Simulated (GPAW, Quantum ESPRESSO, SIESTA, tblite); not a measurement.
# SIESTA on C(111) slab, H on the bottom face (176 atoms): settings against a plane-wave reference, part 2 of 2

How do the settings of SIESTA change the result for C(111) slab, H on the bottom face (176 atoms)? A plane-wave run serves as the yardstick.

Program: SIESTA 5.4.2; the method stands at each step. Banners, paths, timers and routine set-up lines are dropped from the logs unmarked, and long logs keep their key lines alone; longer cuts are marked. The potentials were converted by us to PSML.

So far. Step 2 (PBE, DZP, shift 0.01 Ry, mesh 300 Ry): Forces lie 9.5 % from the reference's, at 0.37 times its CPU time. Step 3 (PBE, SZ, shift 0.01 Ry, mesh 300 Ry): Against the first run (9.5 %), the force difference from the reference is 50 %, at 0.16 times the CPU time (on 1 against 4 cores), with 656 basis functions against 2160: the smaller basis costs accuracy.

### 4. PBE, DZP, shift 0.01 Ry, mesh 150 Ry

Method: Kohn-Sham DFT, PBE, PseudoDojo 0.4.1 norm-conserving pseudopotentials (converted to PSML), numerical atomic orbitals (DZP), diagonalisation.

Input file input.fdf:

```
SystemLabel cell
NumberOfAtoms 176
NumberOfSpecies 2
%block ChemicalSpeciesLabel
  1 6 C
  2 1 H
%endblock ChemicalSpeciesLabel
LatticeConstant 1.0 Ang
%block LatticeVectors
  10.08900 0.00000 0.00000
  -5.04450 8.73733 0.00000
  0.00000 0.00000 19.84249
%endblock LatticeVectors
PAO.BasisSize DZP
PAO.EnergyShift 0.01 Ry
XC.Functional GGA
XC.Authors PBE
MeshCutoff 150 Ry
%block kgrid_Monkhorst_Pack
  1 0 0 0.0
  0 1 0 0.0
  0 0 1 0.0
%endblock kgrid_Monkhorst_Pack
SolutionMethod diagon
OccupationFunction FD
ElectronicTemperature 580 K
SCF.Mixer.Method Pulay
SCF.Mixer.Weight 0.05
SCF.Mixer.History 8
SCF.Mix Hamiltonian
MaxSCFIterations 300
SCF.DM.Tolerance 1e-04
SCF.H.Tolerance 1.0e-3 eV
WriteForces T
Write.HirshfeldPop T
Write.VoronoiPop T
Write.DM F
Write.H F
XML.Write F
AtomicCoordinatesFormat Fractional
%block AtomicCoordinatesAndAtomicSpecies
[... 176 atom lines left out: the same atoms as in the first run ...]
%endblock AtomicCoordinatesAndAtomicSpecies
```

Launch:

```
> OMP_NUM_THREADS=1 mpirun -np 4 siesta < input.fdf > output.txt
```

Output:

```text
Version         : 5.4.2
reinit: System Name:
reinit: System Label: cell
initatom: Reading input for the pseudopotentials and atomic orbitals ----------
Species number:   1 Atomic number:    6 Label: C
Species number:   2 Atomic number:    1 Label: H
Ground state valence configuration (from tables):   2s02  2p02  3d00  4f00
Ground state valence configuration (from tables):   1s01  2p00  3d00  4f00
---- Processing specs for species: C
GGA--PBE XC_GGA_X_PBE--XC_GGA_C_PBE pb
---- Processing specs for species: H
GGA--PBE XC_GGA_X_PBE--XC_GGA_C_PBE pb
[... lines left out ...]
        iscf     Eharris(eV)        E_KS(eV)     FreeEng(eV)     dDmax    Ef(eV) dHmax(eV)
[... lines left out ...]
SCF Convergence by DM+H criterion
[... lines left out ...]
SCF cycle converged after 34 iterations
[... lines left out ...]
   Max    8.239774
[... lines left out ...]
   Max    8.239774    constrained
Stress tensor Voigt[x,y,z,yz,xz,xy] (kbar):      -83.66      -78.69      -69.90        4.12        3.23       -7.10
[... lines left out ...]
siesta: FreeEng =    -26369.104753
[... lines left out ...]
siesta:         Fermi =      -4.039969
siesta: Stress tensor (static) (eV/Ang**3):
siesta:    -0.052214   -0.004429    0.002013
siesta:    -0.004429   -0.049115    0.002570
siesta:     0.002013    0.002570   -0.043628
siesta: Cell volume =       1749.133796 Ang**3
siesta: Pressure (static):
siesta:                Solid            Molecule  Units
siesta:           0.00052626         -0.00000325  Ry/Bohr**3
siesta:           0.04831883         -0.00029825  eV/Ang**3
siesta:          77.41530557         -0.47784895  kBar
    Orbital volume contribution        =          64.849671 eV
    (Free)E + p_basis*V_orbitals       =      -26304.255082 eV
    (Free)Eharris+ p_basis*V_orbitals  =      -26304.255090 eV
siesta: Electric dipole (a.u.)  =   -0.000000    0.000000   -6.875773
siesta: Electric dipole (Debye) =   -0.000000    0.000000  -17.476473
Hirshfeld Atomic Populations:
Atom #   charge [q] valence [e]  Species
     1     0.016982    3.983018  C
     2    -0.028425    4.028425  C
     3     0.001023    3.998977  C
[...]
161     0.018586    0.981414  H
   162     0.019103    0.980897  H
   163     0.014177    0.985823  H
[...]
--------------------
 Total    -0.000130
Voronoi Atomic Populations:
Atom #   charge [q] valence [e]  Species
[...]
159    -0.029371    4.029371  C
   160    -0.013607    4.013607  C
[...]
175     0.003429    0.996571  H
   176     0.016457    0.983543  H
--------------------
 Total    -0.000110
```

The job ended after 5 min (4 MPI ranks of Arm Neoverse N1, shared host; peak memory 2 GiB).

Compared with the plane-wave run:

| Item | Value |
| --- | --- |
| r.m.s. force component | 2.413 eV/Å |
| r.m.s. difference of force components | 216.5 meV/Å |
| longest difference of force vectors | 780.3 meV/Å |
| force difference over r.m.s. force | 9.55 % |
| slope of forces against the reference's | 1.062 |
| correlation of force components | 0.9977 |
| energy less the same-level run's | 0.2051 meV/atom |
| r.m.s. force difference from the same-level run | 2.551 meV/Å |

This is a coarse setting, run to see what it loses.

Against the first run (9.5 %), the force difference from the reference is 9.6 %, at 0.56 times the CPU time: the change moves forces by 2.6 meV/Å r.m.s., so most of the difference comes from elsewhere.

### 5. The ladder

Differences are against the plane-wave reference, forces as r.m.s. over components; share is that over the reference's r.m.s. force, slope the least-squares factor from reference forces to these. Total energies of different programs have different zeros and aren't compared.

| run | Δ force, r.m.s. (meV/Å) | share (%) | slope | cores | CPU time | memory (GiB) |
| --- | --- | --- | --- | --- | --- | --- |
| reference | - | - | - | 4 | 1.6 h | 10.0 |
| SIESTA PBE, DZP, shift 0.01 Ry, mesh 300 Ry | 216 | 9.55 | 1.062 | 4 | 36 min | 2.6 |
| SIESTA PBE, SZ, shift 0.01 Ry, mesh 300 Ry (coarse) | 1125 | 49.6 | 1.276 | 1 | 5.8 min | 0.74 |
| SIESTA PBE, DZP, shift 0.01 Ry, mesh 150 Ry (coarse) | 217 | 9.55 | 1.062 | 4 | 20 min | 2.0 |

Rows marked coarse were listed beforehand as settings not expected to be converged; some can still land near the reference.

CPU time is summed over cores on a shared host, where runs went side by side, so it is rough. Symmetry, cutoffs, thresholds, outputs and thread counts weren't matched or tuned between programs; memory under MPI is the largest rank's times the ranks.

Within one program, basis, potentials and functional, energies share a zero. Each run against its twin at the usual cutoff or grid and solver:

```csv
run,twin,Δ energy (meV/atom),"Δ force, r.m.s. (meV/Å)",CPU time over the twin's
"SIESTA PBE, DZP, shift 0.01 Ry, mesh 150 Ry","DZP, shift 0.01 Ry, mesh 300 Ry",0.205,2.55,0.56
```

A second geometry, displaced anew (every atom was moved at random, 0.04 Å r.m.s. a Cartesian component (hydrogen 0.6 of that)), gives an energy difference that all programs can be tested on. The reference puts it at -31.24 meV/atom.

```
                                        run  energy less the first geometry's (meV/atom)  error (meV/atom)  force share at the second geometry (%)
SIESTA PBE, DZP, shift 0.01 Ry, mesh 300 Ry                                       -34.69             -3.45                                    9.62
 SIESTA PBE, SZ, shift 0.01 Ry, mesh 300 Ry                                       -48.74             -17.5                                    52.6
SIESTA PBE, DZP, shift 0.01 Ry, mesh 150 Ry                                       -34.69             -3.45                                    9.63
```

### 6. Summary of results

- nearest in forces: SIESTA PBE, DZP, shift 0.01 Ry, mesh 300 Ry, 9.5 %
- its CPU time: 36 min

The PBE run in local orbitals, coarse settings apart, differs by 9.5 % (SIESTA PBE, DZP, shift 0.01 Ry, mesh 300 Ry); basis, grid and potentials can all enter. Runs with settings chosen to be coarse differ by 9.6 % (SIESTA PBE, DZP, shift 0.01 Ry, mesh 150 Ry) to 50 % (SIESTA PBE, SZ, shift 0.01 Ry, mesh 300 Ry), their programs' other errors included. Of the electronic-structure runs that take under half the reference's CPU time, SIESTA PBE, DZP, shift 0.01 Ry, mesh 300 Ry is among the nearest, at 9.5 % in 36 min against 1.6 h. The energy difference between the two geometries, -31.2 meV/atom in the reference, is met best by SIESTA PBE, DZP, shift 0.01 Ry, mesh 300 Ry (-3.45) and SIESTA PBE, DZP, shift 0.01 Ry, mesh 150 Ry (coarse) (-3.45) and worst by SIESTA PBE, SZ, shift 0.01 Ry, mesh 300 Ry (coarse) (-17.5). With short bonds to hydrogen, sets of potentials differ among themselves by several per cent in forces even at converged cutoffs, so the reference isn't exact here either. The runs have no spin polarisation, so any moments at edges, vacancies or dangling bonds can't form. The electronic-structure runs sample only Γ, in a cell whose shortest periodic width is 9 Å, which is coarse for a cell with partly filled levels.

[Also dropped from logs without a mark: logging warnings of Python, and SIESTA's first energy breakdown and zero terms.]

[Logs are printed without paths, hosts, clocks, repeated set-up lines and the standing remarks that a program may print on its own settings, such as how far it seeks lower states.]

[Hosts, paths, dates, database ids (printed as entryN), source tags and the programs' standing remarks are cut or masked in the printed files.]
